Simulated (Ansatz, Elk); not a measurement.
# How far do independent atoms describe SnIrOs?

The structure of SnIrOs used here is made up (a known structure type with other elements) and was relaxed beforehand with PBEsol. The aim is the Fourier transform of its all-electron density, F(hkl), set beside the sum over free spherical atoms that refinements use.

Main program and level: Elk 11.2.3 (patched build); DFT, PBE, all-electron APW+lo, Dirac cores, scalar-relativistic bands, static density, no spin.

This account leaves out most program logs.

The structure was built from a prototype and need not be the compound's stable phase.

## (1) The starting structure

The structure is hexagonal, space group P-6m2 (No. 187). Conventional cell: a = 4.454 Å, b = 4.454 Å, c = 2.828 Å, α = 90.00°, β = 90.00°, γ = 120.00°. Ir has 2 Ir at 2.83 Å and 6 Sn at 2.93 Å and 6 Os at 2.93 Å nearest. Nearest to Os lie 3 Sn at 2.57 Å and 2 Os at 2.83 Å and 6 Ir at 2.93 Å. Nearest to Sn lie 3 Os at 2.57 Å and 2 Sn at 2.83 Å and 6 Ir at 2.93 Å. Farther neighbours are not listed.

## (2) Ground state and structure factors

An all-electron density is needed, since X-rays see the cores too. Task 0 finds the density and task 195 Fourier-transforms it; tshift is off so that phases refer to the origin typed.

File elk.in:

```
tasks
  0
  195

xctype
  20

spinpol
  .false.

rgkmax
  7.0

gmaxvr
  14.0

lmaxo
  7

lmaxapw
  8

swidth
  0.002

tshift
  .false.

ramdisk
  .false.

hmaxvr
  5.5

maxscl
  120

epspot
  1e-06

sppath
  './'

avec
  8.41606932402 0.00000000000 0.00000000000
  -4.20803466201 7.28852983461 0.00000000000
  0.00000000000 0.00000000000 5.34325251572

atoms
  3
  'Ir.in'
  1
  0.6666666667 0.3333333333 0.0000000000   0.000000 0.000000 0.000000
  'Os.in'
  1
  0.0000000000 0.0000000000 0.5000000000   0.000000 0.000000 0.000000
  'Sn.in'
  1
  0.3333333333 0.6666666667 0.5000000000   0.000000 0.000000 0.000000

ngridk
  6 6 8
```

The run is started by

```sh
OMP_NUM_THREADS=4 elk
```

Wall time 38 s (4 threads of Arm Neoverse V2, shared host); peak memory 0.21 GiB; 2.2 min of CPU time.

SFACRHO.OUT:

```text

h k l indices transformed by vhmat matrix:
   1.000000000       0.000000000       0.000000000    
   0.000000000       1.000000000       0.000000000    
   0.000000000       0.000000000       1.000000000    

      h      k      l  multipl.   |H|            Re(F)            Im(F)           |F|

      0      0      0      1   0.0000000       203.00000     -0.76794925E-18   203.00000    
      0     -1      0      3  0.86206484       12.117337      -22.719887       25.749235    
      1     -1      0      3  0.86206484       12.117337       22.719887       25.749235    
      0      0     -1      2   1.1759102      -40.687435     -0.60294644E-13   40.687435    
     -1      0     -1      6   1.4580537      -74.926218       89.009264       116.34684    
     -1      1      1      6   1.4580537      -74.926218      -89.009264       116.34684    
      2     -1      0      6   1.4931401       164.10720      0.15372783E-07   164.10720    
     -2      0      0      3   1.7241297       10.967214      -20.540449       23.284970    
      2      0      0      3   1.7241297       10.967214       20.540449       23.284970    
     -1      2      1     12   1.9005873      -34.689932     -0.59322965E-07   34.689932    
     -2      2      1      6   2.0869566      -67.277059       78.589381       103.45286    
      0      2     -1      6   2.0869566      -67.277060      -78.589381       103.45286    
     -2     -1      0      6   2.2808092       10.370698       19.141413       21.770279    
     -2      3      0      6   2.2808092       10.370698      -19.141413       21.770279    
      0      0     -2      2   2.3518205       139.82145      0.97338154E-13   139.82145    
      1      0      2      6   2.5048384       10.133143      -18.731562       21.296760    
      1     -1      2      6   2.5048384       10.133142       18.731562       21.296760    
     -3      2     -1     12   2.5660973      -62.139622      -71.699823       94.879909
```

Elk indexes on the primitive cell of elk.in and gives |H| = 4π sin θ/λ in inverse bohr. Below, one row stands for each form hkl of the conventional cell (m members, Friedel mates merged), F is for one primitive cell and the density is static (no thermal factor). Free-atom factors are Waasmaier and Kirfel's, and R is Σm||F|−|F'||/Σm|F|.

```
hkl   m  sin θ/λ (Å⁻¹)  abs F, DFT  neutral atoms   diff.  abs of complex diff.
100   6          0.130      25.749         25.630  +0.119                 0.120
001   2          0.177      40.687         40.680  +0.007                 0.007
101  12          0.219     116.347        116.499  -0.152                 0.155
110   6          0.225     164.107        164.586  -0.479                 0.479
200   6          0.259      23.285         23.351  -0.066                 0.102
111  12          0.286      34.690         34.788  -0.098                 0.098
201  12          0.314     103.453        103.684  -0.231                 0.240
210  12          0.343      21.770         21.883  -0.113                 0.113
002   2          0.354     139.821        139.785  +0.036                 0.036
102  12          0.377      21.297         21.314  -0.018                 0.018
211  24          0.386      94.880         94.911  -0.031                 0.064
300   6          0.389     133.638        133.726  -0.088                 0.088
112  12          0.419     128.912        128.829  +0.083                 0.083
301  12          0.427      28.231         28.167  +0.064                 0.066
```

## (3) The highest occupied states alone

An energy window below the Fermi level keeps the highest occupied states, to see at which angles they scatter; shallow core shells can lie inside it and anion s states outside. No new self-consistency is needed.

elk.in, as its differences from that of step 2:

```diff
@@ -1,3 +1,2 @@
 tasks
-  0
   195
@@ -40,2 +39,5 @@
 
+wsfac
+  0.083740 0.751240
+
 sppath
```

The run is started by

```sh
OMP_NUM_THREADS=4 elk
```

Elapsed: 6.6 s, on 4 threads; peak memory 0.16 GiB.

States within 10 eV below the Fermi level hold 19.99 electrons; any levels below the window count with the cores. Their amplitudes can exceed the total, where window and core parts have opposite phase:

```
hkl  sin θ/λ (Å⁻¹)  abs F, window  abs F, all
100          0.130          3.871      25.749
001          0.177          0.304      40.687
101          0.219          3.213     116.347
110          0.225          3.274     164.107
200          0.259          1.156      23.285
111          0.286          0.356      34.690
201          0.314          0.657     103.453
210          0.343          0.190      21.770
002          0.354          0.427     139.821
102          0.377          0.073      21.297
```

## (4) Another functional

The difference from free atoms is small, so it is set against the change that LDA (Perdew-Wang) makes.

elk.in, as its differences from that of step 3:

```diff
@@ -1,2 +1,3 @@
 tasks
+  0
   195
@@ -4,3 +5,3 @@
 xctype
-  20
+  3
 
@@ -39,5 +40,2 @@
 
-wsfac
-  0.083740 0.751240
-
 sppath
```

The run is started by

```sh
OMP_NUM_THREADS=4 elk
```

Elapsed: 22 s, on 4 threads; peak memory 0.16 GiB; 77 s of CPU time.

Against the first run R = 0.02 %; the largest change is -0.039 at 002.

## (5) Basis size

A smaller basis shows how fast F responds to it; the change is likely larger than the basis error of the first run, but doesn't show convergence.

elk.in, as its differences from that of step 4:

```diff
@@ -5,3 +5,3 @@
 xctype
-  3
+  20
 
@@ -11,3 +11,3 @@
 rgkmax
-  7.0
+  5.5
```

The run is started by

```sh
OMP_NUM_THREADS=4 elk
```

Run time: 35 s. Hardware: 4 threads; peak memory 0.18 GiB.

Against the first run R = 0.03 %; the largest change is +0.136 at 002.

## (6) Basis size

The basis and the expansions that go with it are enlarged, to see whether the differences are converged.

elk.in, as its differences from that of step 5:

```diff
@@ -11,12 +11,12 @@
 rgkmax
-  5.5
+  8.5
 
 gmaxvr
-  14.0
+  18.0
 
 lmaxo
-  7
+  9
 
 lmaxapw
-  8
+  10
```

The run is started by

```sh
OMP_NUM_THREADS=4 elk
```

Elapsed: 84 s, on 4 threads; peak memory 0.33 GiB.

Against the first run R = 0.01 %; the largest change is -0.019 at 300.

## (7) Settings against the effect

```
                              run  R against the first run (%)  R against neutral atoms, low angle (%)  wall time
                    PBE, rgkmax 7                         0.00                                    0.22       38 s
                LDA (Perdew-Wang)                         0.02                                    0.22       22 s
                       rgkmax 5.5                         0.03                                    0.23       35 s
rgkmax 8.5 with larger expansions                         0.01                                    0.22       84 s
```

## (8) What came out

```json
{
  "R against neutral atoms, sin θ/λ < 0.3 Å⁻¹": "0.22 %",
  "R against neutral atoms, 0.3 to 0.81 Å⁻¹": "0.15 %"
}
```

**Reading.** Independent neutral atoms miss the calculated amplitudes by R = 0.22 % below 0.3 Å⁻¹ and 0.15 % from there to 0.81 Å⁻¹; by shells, 0.46 % below 0.15 Å⁻¹ (1 form), 0.21 % 0.15 to 0.3 (5 forms), 0.10 % 0.3 to 0.45 (10 forms), 0.17 % above 0.45 (50 forms). Bonding, aspherical density and the tables' own atoms all enter these figures, and the runs don't part them. The largest change of an amplitude is -0.48 electrons, at 110. R counts amplitudes alone; phases shift too. The window's part falls from 20.0 electrons at the origin to at most 0.30 between 0.45 and 0.81 Å⁻¹. Below 0.3 Å⁻¹ the changes that finished (LDA (Perdew-Wang), rgkmax 5.5 and rgkmax 8.5 with larger expansions) move F by R = 0.05 % at most, against the 0.22 % that separates it from free atoms. The k-mesh has no finished test. These runs have no spin, though d or f shells may be open. Spin-orbit coupling is left out, which can matter for elements this heavy. Part of the difference isn't bonding: the tables are fits to free atoms and ions calculated by other methods than this functional. Thermal motion, anomalous dispersion and extinction are left out.

[Logs are printed without paths, hosts, clocks, repeated set-up lines and the standing remarks that a program may print on its own settings, such as how far it seeks lower states.]

[Hosts, paths, dates, database ids (printed as entryN), source tags and the programs' standing remarks are cut or masked in the printed files.]
